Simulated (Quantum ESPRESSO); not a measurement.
# HfN (Fm-3m): from the cell to the phonon bands, part 3 of 4

How does HfN (Fm-3m) vibrate, and is this structure a minimum?

Quantum ESPRESSO 7.5; DFT PBE, scalar-relativistic, plane waves, GBRV ultrasoft pseudopotentials.

So far. Step 7 (Phonons on a q mesh): The acoustic modes at Γ come out as far as 2.9 cm⁻¹ from zero, where they should vanish, a small numerical error. The relaxed cell has a = 4.543 Å (conventional setting).

The database entry behind the starting cell differs from later determinations by our own check (about 0.3 % short), so it need not match the best structure at ambient conditions.

**9. Dispersion**

From the force constants any wavevector is cheap; points of the mesh come back as solved, but for the sum rule and, in polar crystals, the LO-TO term at Γ; the rest is interpolation.

The input, matdyn.in:

```
 &input
    asr='crystal',
    flfrc='x.fc',
    flfrq='x.freq',
    flvec='x.modes',
    q_in_band_form=.true.,
    q_in_cryst_coord=.true.,
 /
8
  0.0000000   0.0000000   0.0000000  12  ! GAMMA
 -0.0000000   0.5000000   0.5000000  12  ! X
 -0.0000000   0.6250000   0.3750000   1  ! U
 -0.3750000   0.3750000  -0.0000000  12  ! K
  0.0000000   0.0000000   0.0000000  12  ! GAMMA
 -0.0000000   0.5000000  -0.0000000  12  ! L
 -0.2500000   0.5000000   0.2500000  12  ! W
 -0.0000000   0.5000000   0.5000000   1  ! X
```

Started as:

```console
$ matdyn.x -in matdyn.in > matdyn.out
```

Numbers of over 12 decimals in the logs are rounded to 6 here.

Output:

```text
[banner, memory and clock lines left out]
Program MATDYN v.7.5

 mass for atomic type   1 not given; uses mass from file x.fc
 mass for atomic type   2 not given; uses mass from file x.fc
 Norm of the difference between old and new effective charges:    0.000000

 Norm of the difference between old and new force-constants:   2.16756e-05

     Message from routine matdyn:
     Z* not found in file x.fc, TO-LO splitting at q=0 will be absent!
     Message from routine matdyn:
     Z* not found in file x.fc, TO-LO splitting at q=0 will be absent!

Note: The following floating-point exceptions are signalling: IEEE_UNDERFLOW_FLAG
```

Run time: 0.47 s. Hardware: 1 thread of Arm Neoverse V1, shared host.

This step gave:

| Item | Value |
| --- | --- |
| lowest frequency on the path | 0 cm⁻¹ |
| mean frequency | 309.7 cm⁻¹ |
| Debye temperature (second moment) | 668 K |
| logarithmic mean frequency | 249.1 cm⁻¹ |

Matdyn.x, sum rule crystal. The phonon branches at the labelled points (cm⁻¹):

```
    point  branch 1  branch 2  branch 3  branch 4  branch 5  branch 6
        Γ         0         0         0       486       486       486
  halfway       120       120       120       486       486       495
        X       119       119       123       437       471       471
  halfway       120       123       132       440       472       479
        U       121       129       147       450       478       499
jump to K       121       129       147       450       478       499
  halfway       101       135       144       487       496       518
        Γ         0         0         0       486       486       486
  halfway        96        96       151       488       506       506
        L       117       117       172       497       529       529
  halfway       120       132       156       477       495       518
        W       114       143       143       458       458       506
  halfway       117       130       137       444       468       489
        X       119       119       123       437       471       471
```

The phonon branches as a text plot (rows in cm⁻¹):

```
    518 |                 ********           *************
    496 |********        *  ***************************   ****
    474 |       ****************        ***          ****   *****
    452 |          *    ****                             ******
    430 |           ****                                       **
    408 |
    386 |
    364 |
    342 |
    320 |
    298 |
    276 |
    254 |
    232 |
    210 |
    187 |
    165 |                    *               **********
    143 |               **********         **          ********
    121 |     *****************  **       *    ******************
     99 |   ***                *****     *  ***
     77 |  **                     ***   * **
     55 |  *                       **    *
     33 | *                          ** *
     11 |*                             *
         Γ           X  U|K            Γ         L        W     X
```

Lowest modes at the softest wavevector of the mesh; phase exp(i q.(R + tau)). Modes at q = (0.000, -0.333, 0.000), with each element's share of the kinetic energy:

```
mode  frequency (cm⁻¹)  Hf %  N %
   1             109.7    99    1
   2             109.7    99    1
   3             165.9   100    0
   4             492.4     0  100
   5             517.6     1   99
   6             517.6     1   99
```

Displacements in mode 1 (109.7 cm⁻¹), the largest set to 1, in the home cell (x, y, z of the real part, then of the imaginary part):
```
Hf1 -0.01 -0.98  1.00  0.00 -0.06  0.07
N2   0.00 -0.21  0.21  0.00  0.31 -0.31
```

Displacements in mode 3 (165.9 cm⁻¹), the largest set to 1, in the home cell (x, y, z of the real part, then of the imaginary part):
```
Hf1  1.00  1.00  1.00  0.01  0.01  0.01
N2   0.06  0.06  0.06 -0.10 -0.10 -0.10
```

Force constants by pair (phonopy on the run's constants); pairs near half the supercell's span include their periodic images. Pair force constants, by row:

```
atom  neighbour  distance (Å)  third of the trace (eV/Å²)  along the pair's line (eV/Å²)
 Hf1     itself             0                       13.38                              –
 Hf1          N         2.272                      -1.285                          -3.47
 Hf1         Hf         3.212                     -0.1653                         -1.018
 Hf1          N         3.934                     -0.1425                        -0.3814
 Hf1         Hf         4.543                      0.1497                          1.297
 Hf1          N         5.079                     -0.2366                        -0.6177
 Hf1         Hf         5.564                     -0.1294                        -0.3273
 Hf1          N         6.815                      0.4237                         0.4237
  N2     itself             0                       12.26                              –
  N2         Hf         2.272                      -1.285                          -3.47
  N2          N         3.212                      0.0614                         0.2989
  N2         Hf         3.934                     -0.1425                        -0.3814
  N2          N         4.543                     -0.2679                         -0.563
  N2         Hf         5.079                     -0.2366                        -0.6177
  N2          N         5.564                     -0.0157                        -0.0502
  N2         Hf         6.815                      0.4237                         0.4237
```

Harmonic mean-square displacement, third of the trace. Mean-square displacements:

```
T (K)  Hf1 U_eq (Å²)  N2 U_eq (Å²)
    0        7.50e-4       0.00259
  100         0.0011       0.00271
  300        0.00274       0.00367
  600        0.00536       0.00604
```

Mode patterns, pair constants, displacements and means over the zone were worked out by phonopy from the force constants of q2r.x.

All branches are real along the path.

**10. Sums over the zone**

Sums over the zone need many more wavevectors than were solved, so the interpolation is sampled on a dense mesh.

The input, matdyn.in:

```
 &input
    asr='crystal',
    flfrc='x.fc',
    dos=.true.,
    fldos='x.dos',
    nk1=17,
    nk2=17,
    nk3=17,
    deltaE=1.0,
    la2F=.true.,
 /
```

Started as:

```console
$ matdyn.x -in matdyn.in > matdyn.out
```

Output:

```text
[banner, memory and clock lines left out]
Program MATDYN v.7.5

 mass for atomic type   1 not given; uses mass from file x.fc
 mass for atomic type   2 not given; uses mass from file x.fc
 Norm of the difference between old and new effective charges:    0.000000

 Norm of the difference between old and new force-constants:   2.16756e-05

     Message from routine matdyn:
     Z* not found in file x.fc, TO-LO splitting at q=0 will be absent!
 Norm of the difference between old and new effective charges:    0.000000

 Norm of the difference between old and new force-constants:   0.000811455

 Norm of the difference between old and new effective charges:    0.000000

 Norm of the difference between old and new force-constants:   0.00122193

 Norm of the difference between old and new effective charges:    0.000000

 Norm of the difference between old and new force-constants:   0.00104542

 Norm of the difference between old and new effective charges:    0.000000

 Norm of the difference between old and new force-constants:   0.000964388

 Norm of the difference between old and new effective charges:    0.000000

 Norm of the difference between old and new force-constants:   0.000973586

 Norm of the difference between old and new effective charges:    0.000000

 Norm of the difference between old and new force-constants:   0.00100756

 Norm of the difference between old and new effective charges:    0.000000

 Norm of the difference between old and new force-constants:   0.00104414

 Norm of the difference between old and new effective charges:    0.000000

 Norm of the difference between old and new force-constants:   0.00107857

 Norm of the difference between old and new effective charges:    0.000000

 Norm of the difference between old and new force-constants:   0.00111064

 Norm of the difference between old and new effective charges:    0.000000

 Norm of the difference between old and new force-constants:   0.00114098

Note: The following floating-point exceptions are signalling: IEEE_UNDERFLOW_FLAG
```

It took 36 s on 1 thread.

This step gave:

* share of modes beyond 3i cm⁻¹ on the dense interpolated mesh: 0
* zero-point energy per atom: 57.64 meV
* heat capacity at 300 K: 20.08 J/(mol atoms K)
* vibrational entropy at 300 K: 23.22 J/(mol atoms K)

The phonon density of states has structure finer than the step of the table below, so its rows give means over 20 cm⁻¹, whole bins alone (the curve runs from 0 to 528 cm⁻¹). Peaks (cm⁻¹: height): total 120.0: 0.120, 135.0: 0.0636, 486.0: 0.0995; Hf 120.0: 0.118, 135.0: 0.0625; N 486.0: 0.0970.

Tetrahedra. Phonon density of states against wavenumber; means over each step; values in 1/cm⁻¹/cell:

```
wavenumber (cm⁻¹)    total       Hf        N
               20   5.9e-5   5.7e-5   2.3e-6
               40   4.7e-4   4.4e-4   3.1e-5
               60  0.00137  0.00129   7.7e-5
               80  0.00345  0.00330   1.5e-4
              100   0.0118   0.0115   2.6e-4
              120   0.0650   0.0642   8.9e-4
              140   0.0461   0.0453   8.6e-4
              160   0.0211   0.0209   1.8e-4
              180   5.4e-4   5.4e-4   2.5e-7
              200        0        0        0
              220        0        0        0
              240        0        0        0
              260        0        0        0
              280        0        0        0
              300        0        0        0
              320        0        0        0
              340        0        0        0
              360        0        0        0
              380        0        0        0
              400        0        0        0
              420        0        0        0
              440  0.00281   1.2e-4  0.00269
              460   0.0165   4.0e-4   0.0161
              480   0.0566  0.00119   0.0554
              500   0.0460   6.4e-4   0.0453
```

Harmonic thermodynamic functions per atom, summed over the density of states scaled to three modes an atom; melting is ignored. Thermodynamic functions:

```
T (K)  F_vib (meV/atom)  S (J/mol-atom/K)  C_V (J/mol-atom/K)
    0             57.64                 0                   0
   50             57.44             1.674               4.561
  100             55.27              6.74               9.967
  200             43.45             15.78               16.43
  300             23.11             23.22               20.08
  400             -4.19             29.27               21.92
  500             -37.2             34.28               22.91
  600            -74.99             38.52               23.49
  700            -116.8             42.17               23.86
  800            -162.2             45.37               24.11
  900            -210.8             48.22               24.28
 1000            -262.1             50.78                24.4
```

At 300 K the heat capacity has reached 81 % of the Dulong-Petit value.

**11. Zone-centre analysis**

A rigid shift of the crystal must cost nothing, but grids and finite bases break this; the acoustic sum rule is imposed before the matrix is diagonalised again.

The input, dynmat.in:

```
 &input
    fildyn='x.dyn1',
    asr='simple',
    fileig='dynmat.eig',
 /
```

Started as:

```console
$ dynmat.x -in dynmat.in > dynmat.out
```

Output:

```text
[banner, memory and clock lines left out]
Program DYNMAT v.7.5

     Reading Dynamical Matrix from file x.dyn1
     ...Force constants read
     ...epsilon and Z* not read (not found on file)
     A direction for q was not specified:TO-LO splitting will be absent

     Polarizability (A^3 units)
     multiply by 1.000000 for Clausius-Mossotti correction
         0.000000    0.000000    0.000000
         0.000000    0.000000    0.000000
         0.000000    0.000000    0.000000

     IR activities are in (D/A)^2/amu units

# mode   [cm-1]    [THz]      IR
    1     -0.00   -0.0000    0.0000
    2      0.00    0.0000    0.0000
    3      0.00    0.0000    0.0000
    4    485.59   14.5575    0.0000
    5    485.59   14.5575    0.0000
    6    485.59   14.5575    0.0000
```

Wall time 0.47 s (1 thread).

Unit eigenvectors of the mass-weighted matrix after the sum rule; no LO-TO term. Modes at Γ, with each element's share of the kinetic energy:

```
mode  frequency (cm⁻¹)  symmetry  Hf %  N %
   1               0.0  acoustic    93    7
   2               0.0  acoustic    93    7
   3               0.0  acoustic    93    7
   4             485.6       T1u     7   93
   5             485.6       T1u     7   93
   6             485.6       T1u     7   93
```

Displacements in mode 5 (485.6 cm⁻¹), the largest set to 1:
```
Hf1  0.00  0.00 -0.08
N2   0.00  0.00  1.00
```

The rule moves no optical mode by more than 0.1 cm⁻¹.

[end of part 3 of 4]

[Host names and launcher messages were left out of these logs when they were recorded.]

[Logs are printed without paths, hosts, clocks, repeated set-up lines and the standing remarks that a program may print on its own settings, such as how far it seeks lower states.]

[Hosts, paths, dates, database ids (printed as entryN), source tags and the programs' standing remarks are cut or masked in the printed files.]
